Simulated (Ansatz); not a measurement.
In doubt: masses and optical values from hybrid runs of this build are listed as unsure (in some of the runs), which bears on the screening that GW takes from such a start.

Consider MoS2 (layered bulk) (P6_3/mmc).

The structure is hexagonal, space group P6_3/mmc (No. 194). The conventional cell has a = 3.109 Å, b = 3.109 Å, c = 11.711 Å, α = 90.00°, β = 90.00°, γ = 120.00°. Nearest to Mo lie 6 S at 2.38 Å. Nearest to S lie 3 Mo at 2.38 Å. It derives from Mo1S2. Farther neighbours and most contacts between anions are not listed.

```xyz
6
Lattice="3.1091 0.0000 0.0000 -1.5545 2.6925 0.0000 0.0000 0.0000 11.7112" Properties=species:S:1:pos:R:3 pbc="T T T"
Mo    0.0000    1.7950    2.9278
S     1.5545    0.8975    4.4911
S     1.5545    0.8975    1.3645
Mo    1.5545    0.8975    8.7834
S     0.0000    1.7950   10.3466
S     0.0000    1.7950    7.2201
```

The structure was relaxed with PBEsol-D3(BJ). The runs that relaxed it are not among those shown.

Gaps computed with Ansatz 0.2.0 without a self-energy: HSE06 1.11 eV.

Estimate the G0W0@HSE06 gap with 9×9×2 mesh, 190 empty bands, screening to 90 eV, PAW set soft_1 files.

About 1.08 eV: on its mesh the run moves the gap from 1.22 eV by −0.04 eV, and the mesh misses the edges by 0.10 eV. Bands and cutoff are finite, so the gap is not at the basis limit. The miss can reach some tenths of an eV and take either sign; the mesh is an error of its own. The many-body steps are scalar-relativistic: spin-orbit coupling is not in them.

[Paths, hosts, dates, memory and timing lines, banners, echoed tables and standing remarks are left out of the program output.]

[Logs are printed without paths, hosts, clocks, repeated set-up lines and the standing remarks that a program may print on its own settings, such as how far it seeks lower states.]

[Runs of the session that timed out or met a known fault of the program may be left out.]

[Cells called generated may have been cut or substituted from an entry of the Crystallography Open Database or the Materials Project.]

[Hosts, paths, dates, database ids (printed as entryN), source tags and the programs' standing remarks are cut or masked in the printed files.]
